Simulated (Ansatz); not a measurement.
Consider RbNdSe2 (R-3m).

Symmetry: R-3m, No. 166, trigonal system. The conventional cell has a = 4.323 Å, b = 4.323 Å, c = 23.670 Å, α = 90.00°, β = 90.00°, γ = 120.00°. Rb has 6 Se at 3.43 Å nearest. Nearest to Nd lie 6 Se at 2.96 Å. Nearest to Se lie 3 Nd at 2.96 Å and 3 Rb at 3.43 Å. Farther neighbours and most contacts between anions are not listed.

```cif
data_structure
_symmetry_space_group_name_H-M 'P 1'
_symmetry_Int_Tables_number 1
_cell_length_a 8.2754
_cell_length_b 8.2754
_cell_length_c 8.2754
_cell_angle_alpha 30.283
_cell_angle_beta 30.283
_cell_angle_gamma 30.283
_cell_volume 127.70
loop_
_atom_site_label
_atom_site_type_symbol
_atom_site_fract_x
_atom_site_fract_y
_atom_site_fract_z
_atom_site_occupancy
Rb1 Rb 0.00000 0.00000 0.00000 1
Nd2 Nd 0.50000 0.50000 0.50000 1
Se3 Se 0.23382 0.23382 0.23382 1
Se4 Se 0.76618 0.76618 0.76618 1
```

The cell and positions come from the Crystallography Open Database and are kept as given unless a step says otherwise. The program's search for lower electronic states was switched off, so nothing shows that the state found is the lowest. Spin-orbit coupling is left out unless a run names it. PAW set soft_2, made with PBE.

A constrained-RPA run (Ansatz 0.2.0; non-magnetic LDA; Nd f, bands v2 to c5, 4×4×4 mesh, medium accuracy) builds 7 functions on bands 0.53 eV wide, with 3.0 electrons in the window. The bare on-site interaction is 24.6 eV and the bare J 0.66 eV.

Question: Estimate U, U′ and J.

On the Nd f shell, U = 3.99 eV (16 % of the bare value), U′ = 2.95 eV, J = 0.51 eV.

The parent state is non-magnetic and the interaction static (zero frequency); U depends on the window and the orbitals, so it belongs to this model alone.

[Paths, hosts, dates, memory and timing lines, banners, echoed tables and standing remarks are left out of the program output.]

[Logs are printed without paths, hosts, clocks, repeated set-up lines and the standing remarks that a program may print on its own settings, such as how far it seeks lower states.]

[Runs of the session that timed out or met a known fault of the program may be left out.]

[Hosts, paths, dates, database ids (printed as entryN), source tags and the programs' standing remarks are cut or masked in the printed files.]
